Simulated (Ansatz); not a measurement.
**Tc of CoPtO2 (R-3m) from its phonons**

Wanted: λ, ω_log and Tc of CoPtO2 (R-3m). The cell shown first is a relaxed one, from steps not shown here.

Method: DFT PBE, scalar-relativistic, plane waves, PAW, in Ansatz 0.2.0.

**1. The cell after earlier relaxation steps**

The structure is trigonal, space group R-3m (No. 166). The conventional cell has a = 2.853 Å, b = 2.853 Å, c = 17.917 Å, α = 90.00°, β = 90.00°, γ = 120.00°. Nearest to Co lie 6 O at 1.91 Å. Nearest to Pt lie 2 O at 2.01 Å. O has 3 Co at 1.91 Å and 1 Pt at 2.01 Å nearest. Farther neighbours and most contacts between anions are not listed.

**2. Resistivity: q 3×3×3, k 9×9×9, scattering 18×18×18**

The run that gives the couplings also evaluates McMillan's and Allen and Dynes's formulas and, where asked, the Eliashberg equations, over a range of μ*.

input.yaml reads:

```yaml
crystal:
  lattice:
    - [1.4266605111, 0.8236828302, 5.9721940425]
    - [-1.4266605111, 0.8236828302, 5.9721940425]
    - [0.0, -1.6473656603, 5.9721940425]
  atoms:
    - { symbol: Co, position: [0.5, 0.5, 0.5] }
    - { symbol: Pt, position: [0.0, 0.0, 0.0] }
    - { symbol: O, position: [0.8876309617, 0.8876309617, 0.8876309617] }
    - { symbol: O, position: [0.1123690383, 0.1123690383, 0.1123690383] }
kpoints:
  mp_grid: { grid: [9, 9, 9] }
hamiltonian:
  xc: pbe
scf:
  occupations: { method: methfessel_paxton, width: 0.2 }
output:
  eigenvalues: true
phonons:
  method: dfpt
  qmesh: [3, 3, 3]
  temperatures: { t_max: 1000, t_step: 50 }
  qpath:
    path:
      - [[0.0, 0.0, 0.0], [0.5, 0.5, 0.5], [0.82065212, 0.17934788, 0.5]]
      - [[0.5, -0.17934788, 0.17934788], [0.5, 0.0, 0.0], [0.0, 0.0, 0.0], [0.33967394, -0.33967394, 0.0]]
      - [[0.66032606, 0.0, 0.33967394], [0.5, 0.0, 0.5], [0.0, 0.0, 0.0]]
    npoints: 10
  electrical_resistivity:
    mesh: [18, 18, 18]
    temperatures: [20.0, 50.0, 80.0, 100.0, 150.0, 200.0, 273.0, 300.0, 400.0, 500.0, 600.0, 800.0]
  superconductivity: { mesh: [18, 18, 18] }
```

Started as:

```bash
> ansatz run input.yaml --threads 4 --pin off --max-ram 16384MiB --backend cpu --events-out ev --progress --plain --runs-dir out
```

Numbers of over 12 decimals in the logs are rounded to 6 here.

Output:

```text
Engine: ansatz 0.2.0, aarch64-unknown-linux-gnu
Pseudopotentials: kind: paw
Pseudopotential: Co, paw, valence charge 17, recommended cutoff 420 eV (normal), Co.paw.azcp
Pseudopotential: Pt, paw, valence charge 18, recommended cutoff 420 eV (normal), Pt.paw.azcp
Pseudopotential: O, paw, valence charge 6, recommended cutoff 420 eV (normal), O.paw.azcp
Functional definition: PBE
  parameter kappa = 0.804
  parameter beta = 0.066725
  exchange = pbe_x(kappa = kappa, mu = beta*pi^2/3)
  correlation = pbe_c(beta = beta)
Crystal: 4 atoms, lattice volume = 42.108 Å³
Basis set: ecut = 420 eV, 835 PW (Γ), exchange–correlation on 90×90×90 points (8 copies of the dense FFT grid, shifted against one another)
Bands: 29, of which v1, the nominal top of the filled ones, is band 24 counted from 1 (23 counted from 0)
Symmetry: 12 space group operations
k-points: 85 of 729
Non-local potential: Co, projectors of the file, l = 0: 3, l = 1: 2, l = 2: 3, l = 3: 1
Non-local potential: Pt, projectors of the file, l = 0: 3, l = 1: 2, l = 2: 2, l = 3: 1
Non-local potential: O, projectors of the file, l = 0: 2, l = 1: 2, l = 2: 1
PAW form: soft (Blöchl's): semilocal exchange-correlation on the pseudo side does not see the compensation charge
PAW one-centre angular grid: Co, 590 points (default); XC on 64 Gauss nodes
PAW one-centre angular grid: Pt, 590 points (default); XC on 64 Gauss nodes
PAW one-centre angular grid: O, 110 points (default); XC on 64 Gauss nodes
Initial density: superposition of atomic densities (neutral atoms: chi_scale 0, normalization atom), corrected by the library's trained network
Initial wavefunctions: pseudopotential atomic-orbital guess
Functional: x = pbe(κ = 0.804, μ = 0.219515), c = pbe(β = 0.066725)
SCF iter   1: F=—  HF=-18782.453046 eV  |F-HF|=—  |Δ(HF+E_count)|=         —  Δρ=1.02e-2  dr2=5.92e-2  ethr=1.77e-3  ⟨swp⟩=5.3  Hψ=9423  notcnv=0
preconditioner: auto → Kerker (q_TF=auto, 2.779 Å⁻¹)  [metal: Δε(μ)=0.020 eV  Ē_g=10.550 eV  σ=0.200 eV  W_gap=0.09  n_scr=16 (ndim 8)  ℏωp=31.9 eV  f_vac=0.006  D(μ)=0.96/eV (n_scr^D=2)]
SCF iter   2: F=—  HF=-18782.450721 eV  |F-HF|=—  |Δ(HF+E_count)|=   2.33e-3  S|Δr|=    0.00e0  Δρ=5.03e-3  dr2=2.52e-2  ethr=1.26e-4  ⟨swp⟩=1.0  Hψ=3145  notcnv=0
SCF iter   3: F=—  HF=-18782.448460 eV  |F-HF|=—  |Δ(HF+E_count)|=   2.26e-3  S|Δr|=    0.00e0  Δρ=1.30e-3  dr2=4.07e-3  ethr=5.36e-5  ⟨swp⟩=1.0  Hψ=2451  notcnv=0
SCF iter   4: F=—  HF=-18782.447943 eV  |F-HF|=—  |Δ(HF+E_count)|=   5.17e-4  S|Δr|=    0.00e0  Δρ=9.96e-4  dr2=4.53e-4  ethr=8.65e-6  ⟨swp⟩=1.0  Hψ=2451  notcnv=0
SCF iter   5: F=—  HF=-18782.447815 eV  |F-HF|=—  |Δ(HF+E_count)|=   1.27e-4  S|Δr|=    0.00e0  Δρ=3.62e-4  dr2=9.70e-5  ethr=9.64e-7  ⟨swp⟩=2.8  Hψ=4171  notcnv=0
SCF iter   6: F=—  HF=-18782.447813 eV  |F-HF|=—  |Δ(HF+E_count)|=   2.23e-6  S|Δr|=    0.00e0  Δρ=6.23e-5  dr2=1.42e-6  ethr=2.06e-7  ⟨swp⟩=1.0  Hψ=2451  notcnv=0
SCF iter   7: F=—  HF=-18782.447829 eV  |F-HF|=—  |Δ(HF+E_count)|=   1.64e-5  S|Δr|=    0.00e0  Δρ=2.27e-5  dr2=1.53e-7  ethr=3.01e-9  ⟨swp⟩=2.0  Hψ=4144  notcnv=0
SCF iter   8: F=—  HF=-18782.447829 eV  |F-HF|=—  |Δ(HF+E_count)|=   4.72e-8  S|Δr|=    0.00e0  Δρ=1.06e-5  dr2=3.02e-8  ethr=3.26e-10  ⟨swp⟩=2.7  Hψ=4363  notcnv=0
SCF iter   9: F=—  HF=-18782.447829 eV  |F-HF|=—  |Δ(HF+E_count)|=   1.33e-8  S|Δr|=    0.00e0  Δρ=4.18e-6  dr2=3.61e-9  ethr=6.43e-11  ⟨swp⟩=2.1  Hψ=3663  notcnv=0
SCF iter  10: F=—  HF=-18782.447829 eV  |F-HF|=—  |Δ(HF+E_count)|=   1.52e-9  S|Δr|=    0.00e0  Δρ=1.43e-6  dr2=7.56e-10  ethr=7.68e-12  ⟨swp⟩=2.2  Hψ=3755  notcnv=0
[...]
SCF 1 converged in 12 iterations: F = -18782.447829 eV  dr2 = 1.84e-12
  greatest PAW one-centre occupation: 1.000 electrons in one spin orbital (limit 2), on the Co atom at site 0 (counted from 0), in its partial waves of l = 1
phonons: the bands overlap, so this run is a metal and interpolates without the dipole-dipole term. If the crystal is really an insulator or semiconductor, its LO-TO splitting is missing
NSCF: frozen V_eff on 85 k-points
NSCF: frozen V_eff on 205 k-points
DFPT response loops at q = (0, 0, 0) (fractional): preconditioner auto → Kerker (q_TF=auto, 2.779 Å⁻¹) (partly filled bands, converged f_vac=0.005); β = 1.00, the filter's whole step (`scf.mixing.beta` (0.50) is not read by the response loops under this deck's `scf.mixing.preconditioner`; to damp them name `kerker` or `kerker_dos`, under which they read `scf.mixing.beta`, and type it under 1.00, their step now; both keys bind the ground state too); Broyden in place of MSR1
NSCF: frozen V_eff on 810 k-points
DFPT response loops at q = (0, 0, 0.333333) (fractional): mixed as the last ones told, above
NSCF: frozen V_eff on 1458 k-points
DFPT response loops at q = (0, 0.333333, 0.333333) (fractional): mixed as the last ones told, above
NSCF: frozen V_eff on 1458 k-points
DFPT response loops at q = (0, 0.333333, -0.333333) (fractional): mixed as the last ones told, above
NSCF: frozen V_eff on 810 k-points
DFPT response loops at q = (0.333333, 0.333333, 0.333333) (fractional): mixed as the last ones told, above
NSCF: frozen V_eff on 810 k-points
DFPT response loops at q = (0.333333, 0.333333, -0.333333) (fractional): mixed as the last ones told, above
[...]
SCF iter   3: F=—  HF=-18782.448460 eV  |F-HF|=—  |Δ(HF+E_count)|=   2.26e-3  S|Δr|=    0.00e0  Δρ=1.30e-3  dr2=4.07e-3  ethr=5.36e-5  ⟨swp⟩=1.0  Hψ=2451  notcnv=0
SCF iter   4: F=—  HF=-18782.447943 eV  |F-HF|=—  |Δ(HF+E_count)|=   5.17e-4  S|Δr|=    0.00e0  Δρ=9.96e-4  dr2=4.53e-4  ethr=8.65e-6  ⟨swp⟩=1.0  Hψ=2451  notcnv=0
SCF iter   5: F=—  HF=-18782.447815 eV  |F-HF|=—  |Δ(HF+E_count)|=   1.27e-4  S|Δr|=    0.00e0  Δρ=3.62e-4  dr2=9.70e-5  ethr=9.64e-7  ⟨swp⟩=2.8  Hψ=4171  notcnv=0
SCF iter   6: F=—  HF=-18782.447813 eV  |F-HF|=—  |Δ(HF+E_count)|=   2.23e-6  S|Δr|=    0.00e0  Δρ=6.23e-5  dr2=1.42e-6  ethr=2.06e-7  ⟨swp⟩=1.0  Hψ=2451  notcnv=0
SCF iter   7: F=—  HF=-18782.447829 eV  |F-HF|=—  |Δ(HF+E_count)|=   1.64e-5  S|Δr|=    0.00e0  Δρ=2.27e-5  dr2=1.53e-7  ethr=3.01e-9  ⟨swp⟩=2.0  Hψ=4144  notcnv=0
SCF iter   8: F=—  HF=-18782.447829 eV  |F-HF|=—  |Δ(HF+E_count)|=   4.72e-8  S|Δr|=    0.00e0  Δρ=1.06e-5  dr2=3.02e-8  ethr=3.26e-10  ⟨swp⟩=2.7  Hψ=4363  notcnv=0
SCF iter   9: F=—  HF=-18782.447829 eV  |F-HF|=—  |Δ(HF+E_count)|=   1.33e-8  S|Δr|=    0.00e0  Δρ=4.18e-6  dr2=3.61e-9  ethr=6.43e-11  ⟨swp⟩=2.1  Hψ=3663  notcnv=0
SCF iter  10: F=—  HF=-18782.447829 eV  |F-HF|=—  |Δ(HF+E_count)|=   1.52e-9  S|Δr|=    0.00e0  Δρ=1.43e-6  dr2=7.56e-10  ethr=7.68e-12  ⟨swp⟩=2.2  Hψ=3755  notcnv=0
[...]
mesh force constants: q→R imaginary residual 0.00e0; ASR residual 7.401e-5 → 0.000e0 eV/Å²; symmetrization residual 1.776e-14 eV/Å²
  interpolated dispersion: 73 rows × 12 modes
  density of states and harmonic sums: on the 27×27×27 q-mesh, interpolated from the force constants of a 3×3×3 supercell (no non-analytic term)
  largest difference from the sums on the solved wave vectors: F 2.22e-2 eV, S 3.18e-5 and C_V 9.57e-6 eV/K
  zero-point energy: 0.293655 eV/cell   skipped modes (ω ≤ 0): 3   left out of the sums: 1.27e-5 of the cell's modes: C_V's classical limit lies that fraction below 3 k_B per atom; for a crystal, a wire or a layer, F and S can be off by more, and a phonons.interpolated_qmesh denser along its periods is the remedy for the sampling
--- Electrical resistivity: potentials and phonons of a 3×3×3 supercell ---
  scattering by harmonic phonons alone, with no dipole-dipole term; scattering by other electrons, impurities, surfaces and spin disorder is left out, and so is spin–orbit coupling
  the resistivity is that of a variational response, whose dependence on the energy is improved iteratively
  at the Fermi level of each mesh (of a tensor a third of its trace):
           mesh   spin    states/(eV spin)  plasma energy (eV)         λ      λ_tr    ħω_log (meV)
       18×18×18                     0.1791              4.1184    0.0632    0.0603          16.078
          9×9×9                     0.3100              3.1929    0.0434    0.0523          19.279
  resistivity on the deck's mesh, µΩ·cm:
     T (K)       trace/3  mesh converged            xx            yy            zz    lowest order   relaxation time
     20.00     1.0739e-1              no     1.6491e-3     1.6491e-3     3.1887e-1       2.5517e-1         1.1245e-1
     50.00      4.3606e0              no     1.6549e-1     1.6549e-1      1.2751e1        7.1245e0          4.4022e0
     80.00      1.3411e1              no     5.5201e-1     5.5201e-1      3.9130e1        1.8629e1          1.3507e1
    100.00      2.0048e1              no     8.1946e-1     8.1946e-1      5.8506e1        2.6649e1          2.0178e1
    150.00      3.6913e1              no      1.4686e0      1.4686e0      1.0780e2        4.6801e1          3.7093e1
    200.00      5.3701e1              no      2.1118e0      2.1118e0      1.5688e2        6.6595e1          5.3891e1
    273.00      7.6996e1              no      3.0492e0      3.0492e0      2.2489e2        9.3429e1          7.7162e1
    300.00      8.5040e1              no      3.3945e0      3.3945e0      2.4833e2        1.0256e2          8.5191e1
    400.00      1.1171e2              no      4.6705e0      4.6705e0      3.2579e2        1.3339e2          1.1180e2
    500.00      1.3365e2              no      5.9621e0      5.9621e0      3.8904e2        1.6378e2          1.3367e2
    600.00      1.5128e2              no      7.2887e0      7.2887e0      4.3925e2        1.9938e2          1.5122e2
    800.00      1.7704e2              no      1.0012e1      1.0012e1      5.1110e2        2.9263e2          1.7653e2
  mean free path at 20 K (of a tensor a third of its trace): 116824 nm by what each carries, 87038 by the Fermi surface alone
  mean free path at 50 K (of a tensor a third of its trace): 1423 nm by what each carries, 1106 by the Fermi surface alone
  mean free path at 80 K (of a tensor a third of its trace): 384 nm by what each carries, 342 by the Fermi surface alone
  mean free path at 100 K (of a tensor a third of its trace): 249 nm by what each carries, 230 by the Fermi surface alone
  mean free path at 150 K (of a tensor a third of its trace): 133 nm by what each carries, 127 by the Fermi surface alone
  mean free path at 200 K (of a tensor a third of its trace): 91.1 nm by what each carries, 87.8 by the Fermi surface alone
  mean free path at 273 K (of a tensor a third of its trace): 62.2 nm by what each carries, 61.0 by the Fermi surface alone
  mean free path at 300 K (of a tensor a third of its trace): 55.7 nm by what each carries, 54.9 by the Fermi surface alone
  mean free path at 400 K (of a tensor a third of its trace): 39.8 nm by what each carries, 40.7 by the Fermi surface alone
  mean free path at 500 K (of a tensor a third of its trace): 30.6 nm by what each carries, 32.7 by the Fermi surface alone
  mean free path at 600 K (of a tensor a third of its trace): 24.6 nm by what each carries, 27.6 by the Fermi surface alone
  mean free path at 800 K (of a tensor a third of its trace): 17.1 nm by what each carries, 21.6 by the Fermi surface alone
  the resistivity times a path that all electrons share, by the Fermi surface of the deck's mesh alone (a third of the trace): 5.173e-14 Ω·m²
  not converged in the mesh (λ; λ_tr; the resistivity at 20 K by 120.51 %; the resistivity at 50 K by 85.07 %; the resistivity at 80 K by 84.75 %; the resistivity at 100 K by 84.22 %; the resistivity at 150 K by 82.90 %; the resistivity at 200 K by 81.77 %; the resistivity at 273 K by 80.31 %; the resistivity at 300 K by 79.79 %; the resistivity at 400 K by 77.86 %; the resistivity at 500 K by 75.86 %; the resistivit [...]
  vibrations of 27 cells: unjudged by the run; compare a larger repeat
  the changes of the potential over all sites missed a rigid shift's by 0.00 % (the site terms' by 0.00 %)
  at the force constants' own smearing the fine mesh and the k-points of their solves give squared frequencies that differ by 7.4 % of the larger at the most, at (0.3333, 0.3333, 0.3333)
--- Superconductivity: potentials and phonons of a 3×3×3 supercell ---
           mesh         λ    ħω_log (meV)  μ* declared at (meV)
       18×18×18    0.0632          16.078               20.738
          9×9×9    0.0434          19.279               32.903
  λ by the species' shares of the modes' patterns: Co 0.0029, Pt 0.0572, O 0.0031
  with the Fermi level up to 83.8 meV (the hardest mode) off, states and modes as they are: density of states 0.1781 to 0.9602 /eV of one spin and cell, λ 0.0528 to 0.1857
  transition temperature on the deck's mesh (K), isotropic and anisotropic, restricted to the Fermi surface (FSR) and over the full bandwidth (FBW), and the last with the density of states resolved in a narrower window:
        μ*   McMillan   Allen–Dynes      iso. FSR      iso. FBW    aniso. FSR    aniso. FBW  narrow window
      0.08          -             -    none_found    none_found    none_found    none_found     none_found
      0.10          -             -    none_found    none_found    none_found    none_found     none_found
      0.12          -             -    none_found    none_found    none_found    none_found     none_found
      0.13          -             -    none_found    none_found    none_found    none_found     none_found
      0.14          -             -    none_found    none_found    none_found    none_found     none_found
      0.16          -             -    none_found    none_found    none_found    none_found     none_found
      0.20          -             -    none_found    none_found    none_found    none_found     none_found
  none_found: no transition down to 0.1 K
  isotope coefficients −∂ln Tc/∂ln M under μ* = 0.13, the force constants as they are, of the isotropic transitions restricted to the Fermi surface and over the full bandwidth: Co - and -, Pt - and -, O - and -
  not converged in the mesh (λ): between neighbouring meshes, the two finest first, λ moves by 31.36 % and the anisotropic transition temperature over the full bandwidth at μ* = 0.13 by nothing (neither mesh has one); converged means that the two finest part by at most 2.00 % and 5.00 %
  vibrations of 27 cells: unjudged by the run; compare a larger repeat
  the changes of the potential over all sites missed a rigid shift's by 0.00 % (the site terms' by 0.00 %)
  at the force constants' own smearing the fine mesh and the k-points of their solves give squared frequencies that differ by 7.4 % of the larger at the most, at (0.3333, 0.3333, 0.3333)
[key lines of the parts left out:]
SCF converged after 12 iterations
Free energy (F): -18782.447829 eV
Fermi energy:    16.204596 eV
```

Wall time 40 min (4 threads of Arm Neoverse V2, shared host); peak memory 5.9 GiB.

Reading the cycles: dr2 is the Hartree energy of the density residual (eV), the measure of convergence; HF is the Harris–Foulkes estimate of the energy, which meets the free energy F at convergence.

This run has no spin polarisation although its electron count is odd.

This step gave:

```yaml
volume_per_atom: 10.53 Å³
metallic_on_mesh: yes
gap_on_the_k_mesh: 0 eV
zero_point_energy: 0.2937 eV/cell
share_of_imaginary_modes_in_the_plain_interpolation_between_solved_wavevectors: 0
highest_frequency_solved_or_plainly_interpolated: 674.8 cm⁻¹
debye_temperature_second_moment: 826 K
resistivity_at_300_k: 85.04 μΩ cm, mean of the axes
coupling_constant_lambda: 0.06324
density_of_states_at_the_fermi_level: 0.1791 states/eV a spin and cell
log_mean_phonon_energy_omega_log: 16.08 meV
transport_coupling_constant_lambda_tr: 0.07535, 0.07535, 0.03021 (xx, yy, zz)
drude_plasma_energy: 5.039, 5.039, 0.3318 eV (xx, yy, zz)
resistivity_times_mean_free_path: 17.61, 17.61, 1517 × 10⁻¹⁶ Ω m² (xx, yy, zz)
second_moment_phonon_energy_omega: 20.74 meV
```

Transition temperatures:

```csv
μ*
0.08
0.1
0.12
0.13
0.14
0.16
0.2
```

The Eliashberg function α²F has structure finer than the step of the table below, so its rows give means over 2.5 meV, whole bins alone (the curve runs from 0.327 to 83.5 meV). Peaks (meV: height): α²F 14.73: 0.0782, 18.00: 0.0896, 82.82: 0.0297; α²F tr 14.73: 0.0964, 18.00: 0.0545, 82.82: 0.0152.

The Eliashberg function α²F by phonon energy; means over each step:

```csv
phonon energy (meV),α²F,α²F tr
2.5,4.8e-5,1.9e-5
5.0,3.3e-4,1.6e-4
7.5,0.00111,8.8e-4
10.0,0.00606,0.00703
12.5,0.0306,0.0371
15.0,0.0623,0.0706
17.5,0.0641,0.0400
20.0,0.0164,0.0128
22.5,2.0e-4,2.0e-4
25.0,2.1e-4,2.0e-4
27.5,2.9e-4,2.5e-4
30.0,0.00122,4.1e-4
32.5,0.00600,0.00197
35.0,0.00260,0.00206
37.5,0.00207,0.00291
40.0,4.9e-4,6.4e-4
42.5,3.0e-4,3.1e-4
45.0,3.2e-4,3.6e-4
47.5,6.3e-4,8.9e-4
50.0,3.2e-4,5.3e-4
52.5,5.7e-6,1.1e-5
55.0,0,0
57.5,3.1e-6,3.1e-6
60.0,3.9e-4,5.0e-4
62.5,7.3e-4,8.9e-4
65.0,8.6e-4,0.00106
67.5,8.0e-4,0.00103
70.0,0.00142,0.00213
72.5,0.00113,0.00152
75.0,0.00180,0.00229
77.5,0.00438,0.00590
80.0,0.00323,0.00353
```

The Eliashberg function α²F has structure finer than the step of the table below, so its rows give means over 5 meV, whole bins alone (the curve runs from 0.327 to 83.5 meV). Peaks (meV: height): α²F 14.7: 0.0782, 18.0: 0.0896, 82.8: 0.0297; Co 17.3: 0.0014, 31.8: 0.0061, 37.6: 0.0022, 82.8: 8.0e-4; Pt 14.7: 0.0764, 18.0: 0.0871; O 82.8: 0.0288.

Table of Eliashberg function α²F by phonon energy; means over each step:

```csv
phonon energy (meV),α²F,Co,Pt,O
5,3.7e-4,5.8e-5,2.7e-4,3.2e-5
10,0.00863,3.4e-4,0.00797,3.2e-4
15,0.0544,7.1e-4,0.0528,9.2e-4
20,0.0271,3.7e-4,0.0262,4.7e-4
25,2.3e-4,1.7e-4,0,9.2e-5
30,0.00232,0.00182,1.2e-4,4.0e-4
35,0.00319,0.00242,3.8e-4,4.0e-4
40,8.3e-4,6.9e-4,2.3e-5,9.2e-5
45,3.6e-4,2.9e-4,0,3.3e-5
50,3.5e-4,3.2e-4,0,3.2e-5
55,0,0,0,0
60,3.8e-4,4.5e-5,0,3.2e-4
65,8.4e-4,6.1e-5,0,7.9e-4
70,0.00114,1.0e-4,0,0.00103
75,0.00247,2.3e-4,1.2e-5,0.00221
80,0.00485,2.6e-4,1.4e-5,0.00452
```

**3. What came out**

| Item | Value |
| --- | --- |
| meshes | q 3×3×3, k 9×9×9, scattering 18×18×18 |
| coupling constant λ | 0.0632 |
| log mean phonon energy ħω_log | 16.1 meV |

In the last run (PBE, q 3×3×3, k 9×9×9, scattering 18×18×18), with λ = 0.063 and ħω_log = 16.1 meV, Tc at μ* = 0.13 is under 1 mK by the formulas. In that run Allen and Dynes's formula gives no transition above 0.05 K at μ* = 0.10 or more. By the run's own test λ is not converged in the fine mesh: it moves by 31 % between the two finest. The run's transport test calls it not converged in the mesh; ρ(300 K) moves by 80 % in the component that moves most. The runs are not spin-polarised; where the real material orders magnetically, these values do not describe it. These meshes are coarse. No spin–orbit coupling, which matters for Pt. μ* is a typed number, phonons are harmonic, and spin fluctuations are left out; with λ this near or under μ*(1 + 0.62 λ), the formulas give Tc only to its order of magnitude, or none.

[Logs are printed without paths, hosts, clocks, repeated set-up lines and the standing remarks that a program may print on its own settings, such as how far it seeks lower states.]

[Hosts, paths, dates, database ids (printed as entryN), source tags and the programs' standing remarks are cut or masked in the printed files.]
